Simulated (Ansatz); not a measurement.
The compound is RbVF3 (Pm-3m).

```
Rb V F
1.0
     0.00000    0.00000   -4.18200
     0.00000   -4.18200    0.00000
    -4.18200    0.00000    0.00000
Rb V F
1 1 3
Direct
  0.00000 0.00000 0.00000
  0.50000 0.50000 0.50000
  0.50000 0.50000 0.00000
  0.00000 0.50000 0.50000
  0.50000 0.00000 0.50000
```

The cell and positions come from the Crystallography Open Database and are kept as given unless a step says otherwise. PAW set soft_2, made with PBE.

A constrained-RPA run (Ansatz 0.2.0; non-magnetic LDA; V d + anion p, bands v11 to c3, 4×4×4 mesh, medium accuracy) builds 14 functions on bands 12 eV wide, with 21.0 electrons in the window. The bare on-site interaction is 18.8 eV and the bare J 0.65 eV.

Question: What U and J survive the screening?

On the V d shell, U = 9.02 eV (48 % of the bare value), U′ = 7.95 eV, J = 0.54 eV.

The parent state is non-magnetic and the interaction static (zero frequency); U depends on the window and the orbitals, so it belongs to this model alone. A window that holds the anion p bands defines a model with explicit ligands; its U belongs to that model and is not the U of DFT+U.

[Paths, hosts, dates, memory and timing lines, banners, echoed tables and standing remarks are left out of the program output.]

[Logs are printed without paths, hosts, clocks, repeated set-up lines and the standing remarks that a program may print on its own settings, such as how far it seeks lower states.]

[Runs of the session that timed out or met a known fault of the program may be left out.]

[Hosts, paths, dates, database ids (printed as entryN), source tags and the programs' standing remarks are cut or masked in the printed files.]
